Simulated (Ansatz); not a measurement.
# Nb wire along [110], 23 atoms a period: bands along the axis, part 2 of 2

Wanted: the relaxed geometry and the bands of the Nb wire along [110], 23 atoms a period.

Ansatz 0.2.0; DFT PBE, plane waves, PAW; relaxation of a wire's period; PAW set soft_1 (the session's first sound run).

So far: Starting point; Relaxation of atoms and period.

## (2) Relaxation of atoms and period (continued)

Step by step:

```
step  energy less that of the first step (eV)  largest force component (eV/Å)  pressure (GPa)  volume (Å³)
   1                                   0.0000                          2.8930           -4.68      1265.71
   2                                  -2.9753                          1.0409           -1.93      1236.64
   3                                  -3.3487                          0.6826            1.14      1214.86
   4                                  -3.5205                          0.2023           -0.01      1219.20
   5                                  -3.5198                          0.1896           -0.02      1215.93
   6                                  -3.5364                          0.0656           -0.03      1219.15
   7                                  -3.5371                          0.0310           -0.03      1222.17
   8                                  -3.5377                          0.0184           -0.02      1220.71
  9*                                  -3.5358                          0.0185           -0.02      1220.71
```

Relaxation steps marked * repeat the geometry before them on a plane-wave basis chosen anew for their cell, so energy and pressure can jump there. Relaxation step 5 was tried and not accepted.

The run keeps the 8 symmetry operations that it works with, so distortions that break them were not tested.

```
cell as run  before  after  change
      c (Å)   4.681  4.515  -3.6 %
```

The atoms that moved most (Å, along periodic axes as changes of fractional coordinates times the final cell, across vacuum about the mean position):

```
atom      dx      dy     dz  length
 Nb7   0.274   0.000  0.000   0.274
Nb20  -0.274   0.000  0.000   0.274
Nb12   0.174  -0.211  0.000   0.274
Nb17  -0.174  -0.211  0.000   0.274
Nb10   0.174   0.211  0.000   0.274
Nb15  -0.174   0.211  0.000   0.274
Nb19   0.023  -0.146  0.000   0.148
 Nb9  -0.023  -0.146  0.000   0.148
```

Numbers from this step:

| Item | Value |
| --- | --- |
| energy at zero smearing | -104680.2709 eV |
| cell length along the wire | 4.515 Å |

The cell's length comes to 4.515 Å with spin left out.

## (3) Bands of the perfect wire

This step: DFT PBE, plane waves, PAW; bands of a perfect wire; PAW set soft_1 (Ansatz 0.2.0).

At the relaxed period the bands are computed along the axis; those that cross an energy going forward count the channels that a perfect wire would open there.

input.yaml reads:

```yaml
crystal:
  lattice:
    - [16.73, 0.0, 0.0]
    - [0.0, 16.162, 0.0]
    - [0.0, 0.0, 4.5146135694]
  atoms:
    - { symbol: Nb, position: [0.304279612, 0.5, 0.0] }
    - { symbol: Nb, position: [0.400300545, 0.647634107, 0.0] }
    - { symbol: Nb, position: [0.5, 0.5, 0.0] }
    - { symbol: Nb, position: [0.5, 0.784127696, 0.0] }
    - { symbol: Nb, position: [0.599699455, 0.647634107, 0.0] }
    - { symbol: Nb, position: [0.695720388, 0.5, 0.0] }
    - { symbol: Nb, position: [0.219607429, 0.5, 0.5] }
    - { symbol: Nb, position: [0.300797773, 0.364247629, 0.5] }
    - { symbol: Nb, position: [0.300797773, 0.635752371, 0.5] }
    - { symbol: Nb, position: [0.411501873, 0.223441143, 0.5] }
    - { symbol: Nb, position: [0.40004852, 0.5, 0.5] }
    - { symbol: Nb, position: [0.411501873, 0.776558857, 0.5] }
    - { symbol: Nb, position: [0.5, 0.359894344, 0.5] }
    - { symbol: Nb, position: [0.5, 0.640105656, 0.5] }
    - { symbol: Nb, position: [0.588498127, 0.223441143, 0.5] }
    - { symbol: Nb, position: [0.59995148, 0.5, 0.5] }
    - { symbol: Nb, position: [0.588498127, 0.776558857, 0.5] }
    - { symbol: Nb, position: [0.699202227, 0.364247629, 0.5] }
    - { symbol: Nb, position: [0.699202227, 0.635752371, 0.5] }
    - { symbol: Nb, position: [0.780392571, 0.5, 0.5] }
    - { symbol: Nb, position: [0.400300545, 0.352365893, 0.0] }
    - { symbol: Nb, position: [0.5, 0.215872304, 0.0] }
    - { symbol: Nb, position: [0.599699455, 0.352365893, 0.0] }
kpoints:
  mp_grid: { grid: [1, 1, 18] }
  band_path: { path: ["Γ", Z], npoints: 90 }
scf:
  occupations: { method: fermi_dirac, width: 0.05 }
hamiltonian:
  xc: pbe
  pseudopotentials: { kind: paw, azcp: { folder: soft_1 } }
output:
  dos: { e_range: [-5, 4] }
  write_potential: true
  write_density: true
  volumetric_format: npy
```

Started as:

```sh
ansatz run input.yaml --threads 4 --pin off --max-ram 16384MiB --backend cpu --events-out ev --progress --plain --runs-dir out
```

Numbers of over 12 decimals in the logs are rounded to 6 here.

Output:

```text
[...]
Crystal: 23 atoms, lattice volume = 1220.708 Å³
Basis set: ecut = 420 eV, 23855 PW (Γ)
Bands: 180, of which v1, the nominal top of the filled ones, is band 150 counted from 1 (149 counted from 0)
Symmetry: 8 space group operations
[...]
k-points: 10 of 18
[...]
SCF iter   1: F=—  HF=-104709.566454 eV  |F-HF|=—  |Δ(HF+E_count)|=         —  Δρ=5.34e-2  dr2=2.65e2  ethr=3.10e-3  ⟨swp⟩=10.8  Hψ=8818  notcnv=0  defer=13
[...]
SCF iter  12: F=-104680.374269 eV  HF=-104680.374269 eV  |F-HF|=2.26e-9  |Δ(HF+E_count)|=   3.90e-8  Δρ=5.06e-7  dr2=6.72e-9  ethr=3.34e-11  ⟨swp⟩=21.7  Hψ=6772  notcnv=0
SCF 1 converged in 12 iterations: F = -104680.374269 eV  dr2 = 6.72e-9
[...]
NSCF: frozen V_eff on 91 k-points
WARN: The output density's exchange-correlation potential varies sharply where the density is thin. Do not read a vacuum level from v_tot or v_xc, or from such a field of the output density. On a cell that repeats whose density bears no net charge and no dipole along the vacuum's axis use v_es (v_loc + v_h of the components); under efield.dipole_correction with no amplitude use v_es + v_field, which holds any externa [...]
SCF converged after 12 iterations
Free energy (F): -104680.374269 eV
[...]
Internal energy: -104680.168012 eV  (E = F + TS)
E sigma→0 (E₀):  -104680.271141 eV
Entropy (-TS):   -0.206257 eV (-8.968 meV/atom)
Fermi energy:    3.889021 eV
[...]
--- Band table (eV; the first three rows and the last of 10) ---
  k-point 0: bands = [... 146 lower, 3.6174, 3.7204, 3.7496, 3.8318, 3.8927, 3.9114, 3.9644, 4.0276, ... 26 higher]
  k-point 1: bands = [... 146 lower, 3.6853, 3.6879, 3.7345, 3.8161, 3.8624, 3.9620, 3.9799, 3.9860, ... 26 higher]
  k-point 2: bands = [... 146 lower, 3.6481, 3.6543, 3.7788, 3.8166, 3.8271, 3.9669, 4.0259, 4.0782, ... 26 higher]
  k-point 9: bands = [... 146 lower, 3.5495, 3.6646, 3.8214, 3.8831, 4.0314, 4.0778, 4.1410, 4.2219, ... 26 higher]
```

It took 3.2 min on 4 threads of Intel Xeon Platinum 8259CL at 2.50GHz (Skylake/Cascade Lake), shared host; peak memory 10 GiB.

This step gave:

```
energy at zero smearing : -104680.2711 eV
band gap                : 0 eV
```

The electronic bands at the labelled points (eV, zero at the Fermi level; # counts the bands kept):

```
  point    #47    #48    #49    #50   #51   #52   #53   #54
      Γ  -0.27  -0.17  -0.14  -0.06  0.00  0.02  0.08  0.14
halfway  -0.23  -0.15   0.01   0.08  0.13  0.17  0.22  0.37
      Z  -0.34  -0.22  -0.07  -0.01  0.14  0.19  0.25  0.33
```

Between Γ and Z the bands cross the Fermi level 8 times, so a perfect wire would conduct at least 8 G₀, with spin left out.

## (4) Summary of results

```
cell length, PBE                                            : 4.515 Å
ballistic conductance by band crossings, a lower bound, PBE : 8 G₀
```

What this shows: Under PBE the cell's length is 4.51 Å, and the bands cross the Fermi level 8 times between Γ and Z, which gives a perfect wire at least 8 G₀ (opposite crossings within one step of the path cancel in such a count). No spin was allowed, though thin wires with open d shells can turn magnetic.

[Logs are printed without paths, hosts, clocks, repeated set-up lines and the standing remarks that a program may print on its own settings, such as how far it seeks lower states.]

[Hosts, paths, dates, database ids (printed as entryN), source tags and the programs' standing remarks are cut or masked in the printed files.]
